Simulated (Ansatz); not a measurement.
# The perfect V wire along [100], 21 atoms a period, part 2 of 2

Aim: is the V wire along [100], 21 atoms a period a metal or a semiconductor?

Ansatz 0.2.0; DFT PBE, plane waves, PAW; relaxation of a wire's period; PAW set soft_1 (the session's first sound run).

So far: The starting structure; Relaxation of atoms and period.

### Step 2. Relaxation of atoms and period (continued)

Relaxation path:

```tsv
step	energy less that of the first step (eV)	largest force component (eV/Å)	pressure (GPa)	volume (Å³)
1	0.0000	1.1830	-4.42	743.59
2	-1.0884	0.2155	1.02	719.50
3	-1.1575	0.1647	-0.07	730.37
4	-1.1645	0.0190	-0.06	732.67
5*	-1.1599	0.0191	-0.05	732.67
```

Relaxation steps marked * repeat the geometry before them on a plane-wave basis chosen anew for their cell, so energy and pressure can jump there.

The run keeps the 16 symmetry operations that it works with, so distortions that break them were not tested.

```tsv
cell as run	before	after	change
c (Å)	2.990	2.946	-1.5 %
```

The atoms that moved most (Å, along periodic axes as changes of fractional coordinates times the final cell, across vacuum about the mean position):

```tsv
atom	dx	dy	dz	length
V16	-0.060	0.178	0.000	0.188
V11	0.178	-0.060	0.000	0.188
V10	0.178	0.060	0.000	0.188
V12	0.060	0.178	0.000	0.188
V21	-0.178	-0.060	0.000	0.188
V19	-0.060	-0.178	0.000	0.188
V15	0.060	-0.178	0.000	0.188
V20	-0.178	0.060	0.000	0.188
```

This step gave:

| Item | Value |
| --- | --- |
| energy at zero smearing | -61144.0219 eV |
| cell length along the wire | 2.946 Å |

The cell's length comes to 2.946 Å with spin left out.

### Step 3. The perfect wire

This step: DFT PBE, plane waves, PAW; bands of a perfect wire; PAW set soft_1 (Ansatz 0.2.0).

At the relaxed period the bands are computed along the axis; those that cross an energy going forward count the channels that a perfect wire would open there.

Input file input.yaml:

```yaml
crystal:
  lattice:
    - [15.77, 0.0, 0.0]
    - [0.0, 15.77, 0.0]
    - [0.0, 0.0, 2.9460936891]
  atoms:
    - { symbol: V, position: [0.312536348, 0.312536348, 0.0] }
    - { symbol: V, position: [0.311919728, 0.5, 0.0] }
    - { symbol: V, position: [0.312536348, 0.687463652, 0.0] }
    - { symbol: V, position: [0.5, 0.311919728, 0.0] }
    - { symbol: V, position: [0.5, 0.5, 0.0] }
    - { symbol: V, position: [0.5, 0.688080272, 0.0] }
    - { symbol: V, position: [0.687463652, 0.312536348, 0.0] }
    - { symbol: V, position: [0.688080272, 0.5, 0.0] }
    - { symbol: V, position: [0.687463652, 0.687463652, 0.0] }
    - { symbol: V, position: [0.226884638, 0.409034541, 0.5] }
    - { symbol: V, position: [0.226884638, 0.590965459, 0.5] }
    - { symbol: V, position: [0.409034541, 0.226884638, 0.5] }
    - { symbol: V, position: [0.404829967, 0.404829967, 0.5] }
    - { symbol: V, position: [0.404829967, 0.595170033, 0.5] }
    - { symbol: V, position: [0.409034541, 0.773115362, 0.5] }
    - { symbol: V, position: [0.590965459, 0.226884638, 0.5] }
    - { symbol: V, position: [0.595170033, 0.404829967, 0.5] }
    - { symbol: V, position: [0.595170033, 0.595170033, 0.5] }
    - { symbol: V, position: [0.590965459, 0.773115362, 0.5] }
    - { symbol: V, position: [0.773115362, 0.409034541, 0.5] }
    - { symbol: V, position: [0.773115362, 0.590965459, 0.5] }
kpoints:
  mp_grid: { grid: [1, 1, 28] }
  band_path: { path: ["Γ", Z], npoints: 90 }
scf:
  occupations: { method: fermi_dirac, width: 0.05 }
hamiltonian:
  xc: pbe
  pseudopotentials: { kind: paw, azcp: { folder: soft_1 } }
output:
  dos: { e_range: [-5, 4] }
  write_potential: true
  write_density: true
  volumetric_format: npy
```

Run with:

```bash
ansatz run input.yaml --threads 4 --pin off --max-ram 16384MiB --backend cpu --events-out ev --progress --plain --runs-dir out
```

Numbers of over 12 decimals in the logs are rounded to 6 here.

The log of the run:

```text
[...]
Crystal: 21 atoms, lattice volume = 732.673 Å³
Basis set: ecut = 420 eV, 14217 PW (Γ)
Bands: 164, of which v1, the nominal top of the filled ones, is band 137 counted from 1 (136 counted from 0)
Symmetry: 16 space group operations
[...]
k-points: 15 of 28
[...]
SCF iter   1: F=—  HF=-61182.891451 eV  |F-HF|=—  |Δ(HF+E_count)|=         —  Δρ=1.01e-1  dr2=5.70e2  ethr=3.10e-3  ⟨swp⟩=10.0  Hψ=11756  notcnv=0
[...]
SCF iter  15: F=-61144.178675 eV  HF=-61144.178675 eV  |F-HF|=1.97e-8  |Δ(HF+E_count)|=   5.52e-7  Δρ=3.14e-6  dr2=7.47e-8  ethr=3.66e-11  ⟨swp⟩=20.8  Hψ=10918  notcnv=0
SCF 1 converged in 15 iterations: F = -61144.178675 eV  dr2 = 7.47e-8
[...]
NSCF: frozen V_eff on 91 k-points
WARN: The output density's exchange-correlation potential varies sharply where the density is thin. Do not read a vacuum level from v_tot or v_xc, or from such a field of the output density. On a cell that repeats whose density bears no net charge and no dipole along the vacuum's axis use v_es (v_loc + v_h of the components); under efield.dipole_correction with no amplitude use v_es + v_field, which holds any externa [...]
SCF converged after 15 iterations
Free energy (F): -61144.178675 eV
[...]
Internal energy: -61143.865053 eV  (E = F + TS)
E sigma→0 (E₀):  -61144.021864 eV
Entropy (-TS):   -0.313622 eV (-14.934 meV/atom)
Fermi energy:    4.240887 eV
[...]
--- Band table (eV; the first three rows and the last of 15) ---
  k-point 0: bands = [... 133 lower, 4.3124, 4.3124, 4.3256, 4.4045, 4.5248, 4.5409, 4.5442, 4.5442, ... 23 higher]
  k-point 1: bands = [... 133 lower, 4.2943, 4.3565, 4.3565, 4.4316, 4.5078, 4.5120, 4.5411, 4.5411, ... 23 higher]
  k-point 2: bands = [... 133 lower, 4.3085, 4.3560, 4.3560, 4.4494, 4.4743, 4.4754, 4.6062, 4.6062, ... 23 higher]
  k-point 14: bands = [... 133 lower, 4.1017, 4.1194, 4.1803, 4.2568, 4.2568, 4.3152, 4.3152, 4.4028, ... 23 higher]
```

Run time: 8.5 min. Hardware: 4 threads of Arm Neoverse N1, shared host; peak memory 5.9 GiB; 34 min of CPU time.

Numbers from this step:

```
band gap : 0 eV
```

Electronic bands along the path, in eV, zero at the Fermi level; # counts the bands kept:

```tsv
point	#50	#51	#52	#53	#54	#55	#56	#57
Γ	0.07	0.07	0.08	0.16	0.28	0.30	0.30	0.30
halfway	-0.24	-0.24	-0.21	-0.19	-0.07	-0.07	0.07	0.14
Z	-0.14	-0.12	-0.06	0.02	0.02	0.07	0.07	0.16
```

Between Γ and Z the bands cross the Fermi level 14 times, so a perfect wire would conduct at least 14 G₀, with spin left out.

### Step 4. Outcome

| Property | Result |
| --- | --- |
| cell length, PBE | 2.946 Å |
| ballistic conductance by band crossings, a lower bound, PBE | 14 G₀ |

**Reading.** Under PBE the cell's length is 2.95 Å, and the bands cross the Fermi level 14 times between Γ and Z, which gives a perfect wire at least 14 G₀ (opposite crossings within one step of the path cancel in such a count). No spin was allowed, though thin wires with open d shells can turn magnetic.

[Logs are printed without paths, hosts, clocks, repeated set-up lines and the standing remarks that a program may print on its own settings, such as how far it seeks lower states.]

[Hosts, paths, dates, database ids (printed as entryN), source tags and the programs' standing remarks are cut or masked in the printed files.]
